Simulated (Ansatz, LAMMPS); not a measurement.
# Squeezing and shearing glassy 74SiO2-21Na2O-5TiO2 (mol %) (117 atoms), part 3 of 3

Aim: relax glassy 74SiO2-21Na2O-5TiO2 (mol %) (117 atoms), then change its volume and shape to read moduli from the stress.

Ansatz 0.2.0; Kohn-Sham DFT, revPBE, PAW (set soft_2), plane waves.

The cell: 29 Si, 16 Na, 2 Ti and 70 O. The quench rate of 8 K/ps far exceeds what a furnace or splat quench reaches. The starting topology of bonds comes from the classical model. The Brillouin zone is sampled at Γ only.

So far. Step 10 (Stretched by 1 % along x): The relaxation converged after 5 steps, 0.0769 eV below its start, with a largest force component of 0.043 eV/Å. Step 10 (Stretched by 1 % along x): Stretched by 1 % along x: the energy stands 0.0494 eV above that of the reference, at a pressure of -0.528 GPa.

### 11. Compressed by 1 % along x

The relaxed cell is strained along x alone, which gives the stiffness along x and its coupling to y and z.

Contents of input.yaml:

```yaml
crystal:
  lattice:
    - [12.18567, -0.02331, 0.09399]
    - [-0.02308, 11.54172, -0.04786]
    - [0.09305, -0.04786, 11.82366]
  atoms:
    [... the 117 atom lines of step 4 ...]
kpoints:
  mp_grid: { grid: [1, 1, 1] }
hamiltonian:
  xc: revpbe
scf:
  occupations: { method: gaussian, width: 0.05 }
output:
  forces: true
  eigenvalues: true
  stress: true
relax:
  f_tol: 0.05
  max_steps: 70
```

Command:

```bash
> ansatz run input.yaml --threads 4 --pin off --max-ram 8192MiB --backend cpu --events-out ev --progress --plain --runs-dir out
```

Numbers of over 12 decimals in the logs are rounded to 6 here.

The log of the run:

```text
[...]
Crystal: 117 atoms, lattice volume = 1662.787 Å³
Basis set: ecut = 420 eV, 32509 PW (Γ), exchange–correlation on 180×160×160 points (8 copies of the dense FFT grid, shifted against one another)
Bands: 469, of which v1, the nominal top of the filled ones, is band 352 counted from 1 (351 counted from 0)
Symmetry: 1 space group operations
[...]
k-points: 1
[...]
SCF iter   1: F=—  HF=-87256.861653 eV  |F-HF|=—  |Δ(HF+E_count)|=         —  Δρ=3.62e-3  dr2=2.73e-1  ethr=1.77e-3  ⟨swp⟩=5.0  Hψ=1877  notcnv=0  defer=99
[...]
SCF iter   6: F=—  HF=-87256.840312 eV  |F-HF|=—  |Δ(HF+E_count)|=   2.93e-4  Δρ=9.14e-5  dr2=1.36e-4  ethr=9.78e-8  ⟨swp⟩=2.0  Hψ=695  notcnv=0  defer=108
SCF iter   7: F=-87256.840374 eV  HF=-87256.840367 eV  |F-HF|=7.73e-6  |Δ(HF+E_count)|=   5.45e-5  Δρ=3.20e-5  dr2=1.72e-5  ethr=8.88e-9  ⟨swp⟩=12.0  Hψ=2988  notcnv=0
SCF 1 converged in 7 iterations: F = -87256.840374 eV  dr2 = 1.72e-5
[...]
relax step   1: F+E_penalty+E_count = -87256.84037449 eV  Δ(F+E_penalty+E_count) = +0.000e0 eV  max|allowed force component| = 3.798e-1 eV/Å  Δτ_max = 0.0000 Å  (7 SCF iters, dr2 threshold 6.25e-5 eV, accepted)
[...]
relax step   2: F+E_penalty+E_count = -87256.88349929 eV  Δ(F+E_penalty+E_count) = -4.312e-2 eV  max|allowed force component| = 2.398e-1 eV/Å  Δτ_max = 0.0153 Å  (6 SCF iters, dr2 threshold 9.01e-6 eV, accepted)
[...]
relax step   3: F+E_penalty+E_count = -87256.91288094 eV  Δ(F+E_penalty+E_count) = -2.938e-2 eV  max|allowed force component| = 4.730e-2 eV/Å  Δτ_max = 0.0235 Å  (7 SCF iters, dr2 threshold 3.59e-6 eV, accepted)
[...]
relax step   4: F+E_penalty+E_count = -87256.91288133 eV  Δ(F+E_penalty+E_count) = -3.868e-7 eV  max|allowed force component| = 4.722e-2 eV/Å  Δτ_max = 0.0000 Å  (5 SCF iters, accepted)
SCF converged after 5 iterations
Free energy (F): -87256.912881 eV
[...]
Internal energy: -87256.912881 eV  (E = F + TS)
E sigma→0 (E₀):  -87256.912881 eV
Fermi energy:    4.753057 eV
[...]
Σ components = -87256.912881   (vs F -87256.912881, Δ=0.00e0)
--- Forces (eV/Å), atoms counted from 1 ---
  atom   1  Si    -0.02360561    -0.01125996     0.00025851
  atom   2  Si    -0.01007173     0.01243933     0.01249208
  atom   3  Si     0.04050307    -0.00947306     0.02354581
  atom   4  Si     0.01095321    -0.00885729    -0.01680570
[...]
atom 117  O     -0.01735893     0.00447363    -0.01965699
  max |Σ_I F_I| component: 1.27e-4 eV/Å
--- Stress (GPa, compression-positive) ---
        1.360835       0.005891       0.041499
        0.005891       0.431245      -0.027693
        0.041499      -0.027692       0.422714
  P = ⅓ Tr σ = 0.7383 GPa (7.383 kbar)
--- Band table (eV) ---
[...]
--- Relaxed structure (4 steps of the walk, 4 accepted, 0 SCFs on fresh bases) ---
  F+E_penalty+E_count = -87256.91288133 eV   max|allowed force component| = 4.722e-2 eV/Å
  atoms:
    - { symbol: Si, position: [0.259458, 0.964224, 0.158405] }
    - { symbol: Si, position: [0.572567, 0.548055, 0.401232] }
    - { symbol: Si, position: [0.782615, 0.638182, 0.117960] }
    - { symbol: Si, position: [0.759713, 0.195782, 0.578583] }
[...]
- { symbol: O, position: [0.828082, 0.664835, 0.241135] }
```

The job ended after 47 s (4 threads of Intel Xeon 6975P-C (Granite Rapids), shared host; peak memory 2.5 GiB; 2.9 min of CPU time).

The relaxation converged after 4 steps, 0.0725 eV below its start, with a largest force component of 0.047 eV/Å.

Compressed by 1 % along x: the energy stands 0.0747 eV above that of the reference, at a pressure of 0.738 GPa.

### 12. Sheared by 2 % in xy

A shear of the relaxed cell gives the modulus that volume changes can't reach.

input.yaml, the sections that differ from step 11:

```yaml
crystal:
  lattice:
    - [12.30853, 0.09978, 0.09399]
    - [0.09211, 11.54149, -0.04786]
    - [0.09351, -0.04692, 11.82366]
  atoms:
    [... the 117 atom lines of step 4 ...]
# kpoints, hamiltonian, scf, output, relax: as in step 11
```

The log of the run:

```text
[...]
Crystal: 117 atoms, lattice volume = 1679.416 Å³
Basis set: ecut = 420 eV, 32841 PW (Γ), exchange–correlation on 180×160×160 points (8 copies of the dense FFT grid, shifted against one another)
Bands: 469, of which v1, the nominal top of the filled ones, is band 352 counted from 1 (351 counted from 0)
Symmetry: 1 space group operations
[...]
k-points: 1
[...]
SCF iter   1: F=—  HF=-87256.822177 eV  |F-HF|=—  |Δ(HF+E_count)|=         —  Δρ=3.58e-3  dr2=2.70e-1  ethr=1.77e-3  ⟨swp⟩=5.0  Hψ=1876  notcnv=0  defer=99
[...]
SCF iter   7: F=-87256.800815 eV  HF=-87256.800808 eV  |F-HF|=6.22e-6  |Δ(HF+E_count)|=   5.61e-5  Δρ=3.35e-5  dr2=1.97e-5  ethr=8.88e-9  ⟨swp⟩=13.0  Hψ=2883  notcnv=0
SCF 1 converged in 7 iterations: F = -87256.800815 eV  dr2 = 1.97e-5
[...]
relax step   1: F+E_penalty+E_count = -87256.80081464 eV  Δ(F+E_penalty+E_count) = +0.000e0 eV  max|allowed force component| = 5.600e-1 eV/Å  Δτ_max = 0.0000 Å  (7 SCF iters, dr2 threshold 6.25e-5 eV, accepted)
[...]
relax step   2: F+E_penalty+E_count = -87256.87091685 eV  Δ(F+E_penalty+E_count) = -7.010e-2 eV  max|allowed force component| = 3.513e-1 eV/Å  Δτ_max = 0.0264 Å  (6 SCF iters, dr2 threshold 1.96e-5 eV, accepted)
[...]
relax step   3: F+E_penalty+E_count = -87256.91305574 eV  Δ(F+E_penalty+E_count) = -4.214e-2 eV  max|allowed force component| = 6.576e-2 eV/Å  Δτ_max = 0.0408 Å  (7 SCF iters, dr2 threshold 7.71e-6 eV, accepted)
relax step   4: F+E_penalty+E_count = -87256.87735493 eV  Δ(F+E_penalty+E_count) = +3.570e-2 eV  max|allowed force component| = 1.909e-1 eV/Å  Δτ_max = 0.1347 Å  (11 SCF iters, rejected (line search))
[...]
relax step   5: F+E_penalty+E_count = -87256.92128826 eV  Δ(F+E_penalty+E_count) = -8.233e-3 eV  max|allowed force component| = 4.243e-2 eV/Å  Δτ_max = 0.0465 Å  (10 SCF iters, accepted)
SCF converged after 10 iterations
Free energy (F): -87256.921288 eV
[...]
Internal energy: -87256.921288 eV  (E = F + TS)
E sigma→0 (E₀):  -87256.921288 eV
Fermi energy:    4.655315 eV
[...]
--- Forces (eV/Å), atoms counted from 1 ---
  atom   1  Si     0.00575230    -0.00184590     0.02897347
  atom   2  Si     0.00615656    -0.00076677     0.02016567
  atom   3  Si     0.02000218    -0.00760647    -0.00167836
  atom   4  Si    -0.00389166    -0.01936586     0.00103509
  atom   5  Si     0.00978758     0.01826847    -0.00394253
  atom   6  Si    -0.02210759    -0.00115437    -0.00342537
  atom   7  Si     0.00237766    -0.02978337    -0.01511585
  atom   8  Si    -0.02118230    -0.00128542     0.01374976
  atom   9  Si     0.02609230     0.00670496    -0.00783179
  atom  10  Si     0.01203787    -0.02055580    -0.00102437
  atom  11  Si    -0.02114327     0.00601576     0.02365949
  atom  12  Si     0.00451858    -0.01775096    -0.01853246
  atom  13  Si     0.00645911     0.00408639    -0.00006060
  atom  14  Si     0.02279260    -0.00748382    -0.01456208
[...]
atom 116  O     -0.00743692     0.00233453    -0.00631768
  atom 117  O     -0.00193314    -0.00072097     0.00489189
  max |Σ_I F_I| component: 1.08e-4 eV/Å
--- Stress (GPa, compression-positive) ---
        0.042262      -0.621812       0.040511
       -0.621811      -0.136364      -0.048954
        0.040511      -0.048954      -0.023690
  P = ⅓ Tr σ = -0.0393 GPa (-0.393 kbar)
--- Band table (eV) ---
[...]
--- Relaxed structure (5 steps of the walk, 4 accepted, 0 SCFs on fresh bases) ---
  F+E_penalty+E_count = -87256.92128826 eV   max|allowed force component| = 4.243e-2 eV/Å
  atoms:
    - { symbol: Si, position: [0.259424, 0.966004, 0.157529] }
    - { symbol: Si, position: [0.572413, 0.548346, 0.401450] }
    - { symbol: Si, position: [0.782508, 0.638830, 0.119694] }
    - { symbol: Si, position: [0.758962, 0.195334, 0.578364] }
[...]
- { symbol: O, position: [0.825865, 0.664274, 0.243467] }
```

Run time: 63 s. Hardware: 4 threads; peak memory 2.5 GiB; 4 min of CPU time.

The relaxation converged after 5 steps, 0.120 eV below its start, with a largest force component of 0.042 eV/Å.

Sheared by 2 % in xy: the energy stands 0.0663 eV above that of the reference, at a pressure of -0.0393 GPa.

### 13. Pressure against volume

Atoms are relaxed at each volume, in the scaled cell.

```
volume change (%)  volume (Å³/atom)  energy change (meV/atom)  pressure (GPa)  largest move on relaxing (Å)  bonds  gap (eV)
              -10            12.920                     24.09            5.60                          1.08    221                1.90
               -6            13.494                      8.41            3.16                          0.91    217                1.77
               -3            13.925                      2.17            1.56                          0.46    212                1.65
               +0            14.355                      0.00            0.01                             -    208                1.56
               +3            14.786                      2.14           -1.60                          0.24    205                1.49
               +6            15.217                      8.46           -3.11                          0.44    202                1.43
```

### 14. Uniaxial strain and shear

Stress (GPa, compression positive) less that of the relaxed cell, atoms relaxed:

```
                   strain      xx      yy      zz      xy  energy change (meV/atom)
 stretched by 1 % along x  -1.076  -0.282  -0.256  -0.010                      0.42
compressed by 1 % along x   1.313   0.449   0.424   0.011                      0.64
     sheared by 2 % in xy  -0.006  -0.119  -0.022  -0.617                      0.57
```

### 15. Findings

The bulk modulus, from the slope of pressure against ln V over the three points nearest the relaxed volume, is 52.6 GPa; between neighbouring points the slope runs 56, 51, 51, 55 and 52 GPa from the smallest volume up, without a steady fall, so no pressure derivative is given. The count of bonds runs from 202 to 221 over the series, so at some points contacts cross the cutoffs. At -10 % and -6 % some atom moved by over 0.5 Å on relaxing, so those points may sit in another local minimum. The gap goes from 1.90 eV at the smallest volume to 1.43 eV at the largest, -2.9 eV per unit of ln V by a straight line, on the run's k-points. In the Cartesian axes of the cell, finite differences give C11 = 119, C12 = 36.5, C13 = 34.0 and C66 = 30.8 GPa (the shear of 2 % is the engineering strain, εxy = 0.01). The mean of C11, C12 and C13, which equals the bulk modulus in a cubic or isotropic solid, is 63.3 GPa: it lies 20 % over the bulk modulus from the volumes. For an isotropic solid C66 would equal (C11 − C12)/2 = 41.5 GPa; so small a sample needn't be isotropic, and C66 rests on one shear. With the bulk modulus and C66 as K and G, Young's modulus would be about 77 GPa and Poisson's ratio 0.25.

Caveats: Strains are finite and relaxations stop at the force tolerance of the input, which can leave moduli too stiff; they are those of a static cell at zero temperature. Volumes are changed with the cell's shape held, so in an anisotropic solid the modulus lies over the one under free hydrostatic load. The program notes that the SCF threshold of the relaxations is loose for the stress.

The DFT runs together took 18 min of wall time.

[Logs are printed without paths, hosts, clocks, repeated set-up lines and the standing remarks that a program may print on its own settings, such as how far it seeks lower states.]

[Hosts, paths, dates, database ids (printed as entryN), source tags and the programs' standing remarks are cut or masked in the printed files.]
